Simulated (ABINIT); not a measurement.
## In2O3 (R-3c): bands and cutoff in G0W0 with ABINIT

Aim: raise bands and screening cutoff together for In2O3 (R-3c) and follow gap and time.

Program: ABINIT 10.8.3. Level of theory: LDA and many-body steps on it, plane waves. Results are calculated unless marked as measured.

**1. Starting point**

It takes space group R-3c (No. 167, trigonal). Conventional cell: a = 5.487 Å, b = 5.487 Å, c = 14.510 Å, α = 90.00°, β = 90.00°, γ = 120.00°. Nearest to In lie 6 O at 2.12 to 2.26 Å. Nearest to O lie 4 In at 2.12 to 2.26 Å. Farther neighbours and most contacts between anions are not listed.

As a file:

```cif
data_structure
_symmetry_space_group_name_H-M 'P 1'
_symmetry_Int_Tables_number 1
_cell_length_a 5.7818
_cell_length_b 5.7818
_cell_length_c 5.7818
_cell_angle_alpha 56.655
_cell_angle_beta 56.655
_cell_angle_gamma 56.655
_cell_volume 126.11
loop_
_atom_site_label
_atom_site_type_symbol
_atom_site_fract_x
_atom_site_fract_y
_atom_site_fract_z
_atom_site_occupancy
In1 In 0.35731 0.35731 0.35731 1
In2 In 0.14269 0.14269 0.14269 1
In3 In 0.64269 0.64269 0.64269 1
In4 In 0.85731 0.85731 0.85731 1
O5 O 0.54800 0.95200 0.25000 1
O6 O 0.25000 0.54800 0.95200 1
O7 O 0.95200 0.25000 0.54800 1
O8 O 0.45200 0.04800 0.75000 1
O9 O 0.75000 0.45200 0.04800 1
O10 O 0.04800 0.75000 0.45200 1
```

The cell and positions come from the Crystallography Open Database and are kept as given unless a step says otherwise. This is not the form that In2O3 usually takes at ambient conditions.

**2. Empty states on the mesh, 2×2×2 mesh, 701 bands**

This step: ABINIT 10.8.3; DFT, LDA, plane waves, norm-conserving pseudopotentials.

The sums over transitions need many empty states on a uniform mesh; this step solves for them.

Contents of run.abi:

```
acell 3*1.0 Angstrom
rprim 
  2.743499999981 1.583960463511 4.836666666700
  -2.743499999981 1.583960463511 4.836666666700
  -0.000000000000 -3.167920927022 4.836666666700
ntypat 2
znucl 49 8
natom 10
typat 1 1 1 1 2 2 2 2 2 2
xred 
  0.357310000000 0.357310000000 0.357310000000
  0.142690000000 0.142690000000 0.142690000000
  0.642690000000 0.642690000000 0.642690000000
  0.857310000000 0.857310000000 0.857310000000
  0.548000000000 0.952000000000 0.250000000000
  0.250000000000 0.548000000000 0.952000000000
  0.952000000000 0.250000000000 0.548000000000
  0.452000000000 0.048000000000 0.750000000000
  0.750000000000 0.452000000000 0.048000000000
  0.048000000000 0.750000000000 0.452000000000
pp_dirpath "pseudos"
pseudos "In.upf, O.upf"
ecut 42
ngkpt 2 2 2
nshiftk 1
shiftk 0 0 0
kptopt 1
chksymbreak 0
iscf -2
irdden 1
istwfk *1
nband 701
nbdbuf 62
tolwfr 1e-09
nstep 60
prtvol 0
indata_prefix "in"
outdata_prefix "out"
tmpdata_prefix "tmp"
```

Command:

```console
> OMP_NUM_THREADS=1 mpirun -n 4 abinit run.abi > log
```

Numbers of over 12 decimals in the logs are rounded to 6 here.

Output:

```text
.Version 10.8.3 of ABINIT. v10.8.2 released Aug 2026.

 Symmetries : space group R-3 c (#167); Bravais hR (rhombohedral)
[... echo of the input left out ...]
== DATASET  1 ==================================================================
-   mpi_nproc: 4, omp_nthreads: 1 (-1 if OMP is not activated)

--- !DatasetInfo
iteration_state: {dtset: 1, }
dimensions: {natom: 10, nkpt: 4, mband: 701, nsppol: 1, nspinor: 1, nspden: 1, mpw: 11092, }
cutoff_energies: {ecut:  42.0, pawecutdg:  -1.0, }
[...]
6.03358    6.04821    6.04823    6.07132    6.07456    6.07486    6.08489    6.09433
   6.09577    6.09599    6.09678    6.09773    6.10011    6.10142    6.11785    6.13344
   6.13982    6.14792    6.15360    6.16053    6.16937
 prteigrs : prtvol=0 or 1, do not print more k-points.

== END DATASET(S) ==============================================================
================================================================================

 -outvars: echo values of variables after computation  --------
            nband         701
             nkpt           4
          spgroup         167
 [... the other variables as echoed above ...]

 Calculation completed.
```

Run time: 21 min. Hardware: 4 MPI ranks of Arm Neoverse N1, shared host; peak memory 1.3 GiB; 82 min of CPU time.

Numbers from this step:

```yaml
gap: 1.234 eV
k_of_the_valence_top: 0.5, 0.5, 0
k_of_the_conduction_bottom: 0, 0, 0
least_direct_gap: 1.246 eV
k_points_computed: 4
lowest_point_of_the_top_converged_band_above_the_valence_top: 150.0011 eV
```

On this mesh the gap is 1.234 eV.

The density comes from a self-consistent run that is not shown.

**3. Screening, 2×2×2 mesh, 174 bands, screening to 68.6 eV**

The RPA dielectric matrix is built and inverted for each q.

This step: RPA screening on LDA, plane waves, norm-conserving pseudopotentials.

run.abi: that of step 2 with these lines changed.

```diff
@@ -28,10 +28,11 @@
 chksymbreak 0
-iscf -2
-irdden 1
 istwfk *1
-nband 701
-nbdbuf 62
-tolwfr 1e-09
-nstep 60
-prtvol 0
+occopt 1
+irdwfk 1
+optdriver 3
+nband 174
+ecuteps 2.52
+inclvkb 2
+awtr 1
+symchi 1
 indata_prefix "in"
```

Output:

```text
.Version 10.8.3 of ABINIT. v10.8.2 released Aug 2026.

 Symmetries : space group R-3 c (#167); Bravais hR (rhombohedral)
[... echo of the input left out ...]
== DATASET  1 ==================================================================
-   mpi_nproc: 4, omp_nthreads: 1 (-1 if OMP is not activated)

--- !DatasetInfo
iteration_state: {dtset: 1, }
dimensions: {natom: 10, nkpt: 4, mband: 174, nsppol: 1, nspinor: 1, nspden: 1, mpw: 11092, }
cutoff_energies: {ecut:  42.0, pawecutdg:  -1.0, }
electrons: {nelect:   1.20000000E+02, charge:   0.00000000E+00, occopt:   1.00000000E+00, tsmear:   1.00000000E-02, }

 SCREENING: Calculation of the susceptibility and dielectric matrices

 Based on a program developped by R.W. Godby, V. Olevano, G. Onida, and L. Reining.
 Incorporated in ABINIT by V. Olevano, G.-M. Rignanese, and M. Torrent.
.Using double precision arithmetic ; gwpc =  8

[... cell and pseudopotentials left out ...]
--------------------------------------------------------------------------------

 ==== K-mesh for the wavefunctions ====
 Number of points in the irreducible wedge :     4
[... list of points left out ...]
 Together with 12 symmetry operations and time-reversal symmetry
 yields     8 points in the full Brillouin Zone.

 ==== Q-mesh for the screening function ====
 Number of points in the irreducible wedge :     4
[... list of points left out ...]
 Together with 12 symmetry operations and time-reversal symmetry
 yields     8 points in the full Brillouin Zone.

 setmesh: FFT mesh size selected  =    40x   40x   40
          total number of points  =        64000

 vcoul_init : cutoff-mode = AUXILIARY_FUNCTION
 q-points for optical limit:   1
     1)      0.000010    0.000020    0.000030

- screening: taking advantage of time-reversal symmetry
- Maximum band index for partially occupied states nbvw = 60
- Remaining bands to be divided among processors   nbcw = 114
- Number of bands treated by each node ~28

 Number of electrons calculated from density =  120.0000; Expected =  120.0000
 average of density, n =  0.141006
 r_s =    1.1919
 omega_plasma =   36.2222 [eV]

 calculating chi0 at frequencies [eV] :
  1    0.000000E+00    0.000000E+00
  2    0.000000E+00    3.622218E+01

--------------------------------------------------------------------------------
  q-point number  1        q = ( 0.000000, 0.000000, 0.000000) [r.l.u.]
--------------------------------------------------------------------------------
[... chi0 elements left out ...]
 For q-point:  0.000010 0.000020 0.000030
  dielectric constant =   8.6822
  dielectric constant without local fields =   8.7936

  Average fulfillment of the sum rule on Im[epsilon] for q-point    1 :     40.76  [%]
[... wings left out ...]
  q-point number  2        q = ( 0.500000, 0.000000, 0.000000) [r.l.u.]
--------------------------------------------------------------------------------
[... chi0 elements left out ...]
  Average fulfillment of the sum rule on Im[epsilon] for q-point    2 :     45.91  [%]

 [... 2 further q-points ...]
```

Elapsed: 3.6 min, on 4 MPI ranks; peak memory 2.4 GiB; 14 min of CPU time.

This step gave:

| Property | Result |
| --- | --- |
| ε∞ with local fields, on this mesh, along the program's q direction | 8.682 |
| the same without local fields | 8.794 |
| plasma frequency | 36.22 eV |
| plane waves in the screening matrix | 169 |

Local fields lower ε∞ by 1 %. On a Γ-centred mesh this coarse the value itself is usually too large, while a short band sum pulls it down.

**4. 174 bands, 68.6 eV**

The self-energy is evaluated for the states that the input lists, and the levels follow from it, in one-shot runs by the linearised quasiparticle equation.

This step: G0W0 on LDA, plane waves, norm-conserving pseudopotentials.

run.abi: that of step 3 with these lines changed.

```diff
@@ -31,8 +31,21 @@
 irdwfk 1
-optdriver 3
+optdriver 4
 nband 174
+gwcalctyp 0
+ecutsigx 42
+symsigma 1
+nkptgw 4
+kptgw 
+  0.5000000000 0.5000000000 0.0000000000
+  0.0000000000 0.0000000000 0.0000000000
+  0.5000000000 0.0000000000 0.0000000000
+  0.5000000000 0.5000000000 0.5000000000
+bdgw 
+  59 62
+  59 62
+  59 62
+  57 62
 ecuteps 2.52
-inclvkb 2
-awtr 1
-symchi 1
+irdscr 1
+ppmodel 1
 indata_prefix "in"
```

Output:

```text
.Version 10.8.3 of ABINIT. v10.8.2 released Aug 2026.

 Symmetries : space group R-3 c (#167); Bravais hR (rhombohedral)
[... echo of the input left out ...]
== DATASET  1 ==================================================================
-   mpi_nproc: 4, omp_nthreads: 1 (-1 if OMP is not activated)

--- !DatasetInfo
iteration_state: {dtset: 1, }
dimensions: {natom: 10, nkpt: 4, mband: 174, nsppol: 1, nspinor: 1, nspden: 1, mpw: 11092, }
cutoff_energies: {ecut:  42.0, pawecutdg:  -1.0, }
electrons: {nelect:   1.20000000E+02, charge:   0.00000000E+00, occopt:   1.00000000E+00, tsmear:   1.00000000E-02, }

 SIGMA: Calculation of the GW corrections

 Based on a program developped by R.W. Godby, V. Olevano, G. Onida, and L. Reining.
 Incorporated in ABINIT by V. Olevano, G.-M. Rignanese, and M. Torrent.
.Using double precision arithmetic ; gwpc =  8

[... cell and pseudopotentials left out ...]
--------------------------------------------------------------------------------

 ==== K-mesh for the wavefunctions ====
 Number of points in the irreducible wedge :     4
[... list of points left out ...]
 Together with 12 symmetry operations and time-reversal symmetry
 yields     8 points in the full Brillouin Zone.

 ==== Q-mesh for screening function ====
 Number of points in the irreducible wedge :     4
[... list of points left out ...]
 Together with 12 symmetry operations and time-reversal symmetry
 yields     8 points in the full Brillouin Zone.

 vcoul_init : cutoff-mode = AUXILIARY_FUNCTION
 q-points for optical limit:   1
     1)      0.000010    0.000020    0.000030
 setmesh: FFT mesh size selected  =    64x   64x   64
          total number of points  =       262144

 Number of electrons calculated from density =  120.0000; Expected =  120.0000
 average of density, n =  0.141006
 r_s =    1.1919
 omega_plasma =   36.2222 [eV]

 === KS Band Gaps ===
  >>>> For spin  1
   Minimum direct gap =   1.2462 [eV], located at k-point      :   0.0000  0.0000  0.0000
   Fundamental gap    =   1.2343 [eV], Top of valence bands at :   0.5000  0.5000  0.0000
                                       Bottom of conduction at :   0.0000  0.0000  0.0000
 SIGMA fundamental parameters:
 PLASMON POLE MODEL  1
 number of plane-waves for SigmaX                11031
 number of plane-waves for SigmaC and W            169
 number of plane-waves for wavefunctions         11031
 number of bands                                   174
 number of independent spin polarizations            1
 number of spinorial components                      1
 number of k-points in IBZ                           4
 number of q-points in IBZ                           4
 number of symmetry operations                      12
 number of k-points in BZ                            8
 number of q-points in BZ                            8
 number of frequencies for dSigma/dE                 9
 frequency step for dSigma/dE [eV]                0.25
 number of omega for Sigma on real axis              0
 max omega for Sigma on real axis  [eV]           0.00
 zcut for avoiding poles [eV]                     0.10

 EPSILON^-1 parameters (SCR file):
 dimension of the eps^-1 matrix on file            169
 dimension of the eps^-1 matrix used               169
 number of plane-waves for wavefunctions         11031
 number of bands                                   174
 number of q-points in IBZ                           4
 number of frequencies                               2
 number of real frequencies                          1
 number of imag frequencies                          1

 matrix elements of self-energy operator (all in [eV])

 Perturbative Calculation

--- !SelfEnergy_ee
iteration_state: {dtset: 1, }
kpoint     : [   0.500,    0.500,    0.000, ]
spin       : 1
KS_gap     :    5.130
QP_gap     :    6.742
Delta_QP_KS:    1.613
data: !SigmaeeData |
     Band     E0 <VxcDFT>   SigX SigC(E0)      Z dSigC/dE  Sig(E)    E-E0       E
       59   5.079 -20.634 -25.264   4.808   0.793  -0.261 -20.493   0.141   5.220
       60   5.128 -20.454 -25.207   4.890   0.791  -0.264 -20.346   0.109   5.237
       61  10.258 -17.471 -12.366  -3.026   0.828  -0.208 -15.749   1.722  11.980
       62  10.566 -17.425 -12.318  -2.944   0.824  -0.214 -15.643   1.782  12.348

--- !SelfEnergy_ee
iteration_state: {dtset: 1, }
kpoint     : [   0.000,    0.000,    0.000, ]
spin       : 1
KS_gap     :    1.246
QP_gap     :    2.304
Delta_QP_KS:    1.058
data: !SigmaeeData |
     Band     E0 <VxcDFT>   SigX SigC(E0)      Z dSigC/dE  Sig(E)    E-E0       E
       59   5.117 -20.973 -25.537   4.722   0.795  -0.257 -20.847   0.126   5.242
       60   5.117 -20.973 -25.537   4.722   0.795  -0.257 -20.847   0.126   5.242
[...]
--- !SelfEnergy_ee
iteration_state: {dtset: 1, }
kpoint     : [   0.500,    0.000,    0.000, ]
spin       : 1
KS_gap     :    4.928
QP_gap     :    6.466
Delta_QP_KS:    1.538
data: !SigmaeeData |
     Band     E0 <VxcDFT>   SigX SigC(E0)      Z dSigC/dE  Sig(E)    E-E0       E
[...]
--- !SelfEnergy_ee
iteration_state: {dtset: 1, }
kpoint     : [   0.500,    0.500,    0.500, ]
spin       : 1
KS_gap     :    4.510
QP_gap     :    5.940
Delta_QP_KS:    1.430
data: !SigmaeeData |
     Band     E0 <VxcDFT>   SigX SigC(E0)      Z dSigC/dE  Sig(E)    E-E0       E
[...]
60   4.974 -20.375 -25.105   4.845   0.792  -0.262 -20.283   0.092   5.065
       61   9.484 -16.588 -11.934  -2.819   0.829  -0.206 -15.066   1.522  11.006
       62   9.484 -16.588 -11.934  -2.819   0.829  -0.206 -15.066   1.522  11.006

 New Fermi energy :        2.349841E-01 Ha ,    6.394242E+00 eV

 === QP Band Gaps ===
  >>>> For spin  1
   Minimum direct gap =   2.3040 [eV], located at k-point      :   0.0000  0.0000  0.0000
   Fundamental gap    =   2.3040 [eV], Top of valence bands at :   0.0000  0.0000  0.0000
                                       Bottom of conduction at :   0.0000  0.0000  0.0000

== END DATASET(S) ==============================================================
================================================================================

 -outvars: echo values of variables after computation  --------
           etotal      0.0000000000E+00
            nband         174
             nkpt           4
          spgroup         167
 [... the other variables as echoed above ...]

 Calculation completed.
```

Wall time 27 s (4 MPI ranks); peak memory 2 GiB.

Numbers from this step:

| Property | Result |
| --- | --- |
| G0W0 gap on the mesh | 2.304 eV |
| starting gap on the mesh | 1.234 eV |
| k of the valence top | 0, 0, 0 |
| k of the conduction bottom | 0, 0, 0 |
| Z at the valence top | 0.795 |
| Z at the conduction bottom | 0.844 |
| least direct G0W0 gap on the computed points | 2.304 eV |

The gap on the mesh goes from 1.23 eV to 2.30 eV, a correction of +1.07 eV.

**5. Screening, 2×2×2 mesh, 234 bands, screening to 90.6 eV**

This step: RPA screening on LDA, plane waves, norm-conserving pseudopotentials.

run.abi: that of step 4 with these lines changed.

```diff
@@ -31,21 +31,8 @@
 irdwfk 1
-optdriver 4
-nband 174
-gwcalctyp 0
-ecutsigx 42
-symsigma 1
-nkptgw 4
-kptgw 
-  0.5000000000 0.5000000000 0.0000000000
-  0.0000000000 0.0000000000 0.0000000000
-  0.5000000000 0.0000000000 0.0000000000
-  0.5000000000 0.5000000000 0.5000000000
-bdgw 
-  59 62
-  59 62
-  59 62
-  57 62
-ecuteps 2.52
-irdscr 1
-ppmodel 1
+optdriver 3
+nband 234
+ecuteps 3.33
+inclvkb 2
+awtr 1
+symchi 1
 indata_prefix "in"
```

Output:

```text
.Version 10.8.3 of ABINIT. v10.8.2 released Aug 2026.

 Symmetries : space group R-3 c (#167); Bravais hR (rhombohedral)
[... echo of the input left out ...]
== DATASET  1 ==================================================================
-   mpi_nproc: 4, omp_nthreads: 1 (-1 if OMP is not activated)

--- !DatasetInfo
iteration_state: {dtset: 1, }
dimensions: {natom: 10, nkpt: 4, mband: 234, nsppol: 1, nspinor: 1, nspden: 1, mpw: 11092, }
cutoff_energies: {ecut:  42.0, pawecutdg:  -1.0, }
electrons: {nelect:   1.20000000E+02, charge:   0.00000000E+00, occopt:   1.00000000E+00, tsmear:   1.00000000E-02, }

 SCREENING: Calculation of the susceptibility and dielectric matrices

 Based on a program developped by R.W. Godby, V. Olevano, G. Onida, and L. Reining.
 Incorporated in ABINIT by V. Olevano, G.-M. Rignanese, and M. Torrent.
.Using double precision arithmetic ; gwpc =  8

[... cell and pseudopotentials left out ...]
--------------------------------------------------------------------------------

 ==== K-mesh for the wavefunctions ====
 Number of points in the irreducible wedge :     4
[... list of points left out ...]
 Together with 12 symmetry operations and time-reversal symmetry
 yields     8 points in the full Brillouin Zone.

 ==== Q-mesh for the screening function ====
 Number of points in the irreducible wedge :     4
[... list of points left out ...]
 Together with 12 symmetry operations and time-reversal symmetry
 yields     8 points in the full Brillouin Zone.

 setmesh: FFT mesh size selected  =    48x   48x   48
          total number of points  =       110592

 vcoul_init : cutoff-mode = AUXILIARY_FUNCTION
 q-points for optical limit:   1
     1)      0.000010    0.000020    0.000030

- screening: taking advantage of time-reversal symmetry
- Maximum band index for partially occupied states nbvw = 60
- Remaining bands to be divided among processors   nbcw = 174
- Number of bands treated by each node ~43

 Number of electrons calculated from density =  120.0000; Expected =  120.0000
 average of density, n =  0.141006
 r_s =    1.1919
 omega_plasma =   36.2222 [eV]

 calculating chi0 at frequencies [eV] :
  1    0.000000E+00    0.000000E+00
  2    0.000000E+00    3.622218E+01

--------------------------------------------------------------------------------
  q-point number  1        q = ( 0.000000, 0.000000, 0.000000) [r.l.u.]
--------------------------------------------------------------------------------
[... chi0 elements left out ...]
 For q-point:  0.000010 0.000020 0.000030
  dielectric constant =   8.5273
  dielectric constant without local fields =   8.8286

  Average fulfillment of the sum rule on Im[epsilon] for q-point    1 :     51.89  [%]
[... wings left out ...]
  q-point number  2        q = ( 0.500000, 0.000000, 0.000000) [r.l.u.]
--------------------------------------------------------------------------------
[... chi0 elements left out ...]
  Average fulfillment of the sum rule on Im[epsilon] for q-point    2 :     56.90  [%]

 [... 2 further q-points ...]
```

The job ended after 6.6 min (4 MPI ranks; peak memory 3.8 GiB).

Numbers from this step:

| Item | Value |
| --- | --- |
| ε∞ with local fields, on this mesh, along the program's q direction | 8.527 |
| the same without local fields | 8.829 |
| plasma frequency | 36.22 eV |
| plane waves in the screening matrix | 259 |

[end of part 1 of 2]

[Paths, hosts, dates, memory and timing lines, banners, echoed tables and standing remarks are left out of the program output.]

[Logs are printed without paths, hosts, clocks, repeated set-up lines and the standing remarks that a program may print on its own settings, such as how far it seeks lower states.]

[Runs of the session that timed out or met a known fault of the program may be left out.]

[Hosts, paths, dates, database ids (printed as entryN), source tags and the programs' standing remarks are cut or masked in the printed files.]

[G0W0 gaps are taken among the corrected bands and points alone; a level outside them can change the order at an edge.]

[Where Ansatz stands beside ABINIT at settings called matched, ABINIT's density can come from a denser mesh and the files from another edition; pairs whose starting gaps differed by over 0.03 eV were left out, so agreement reads better than it is.]
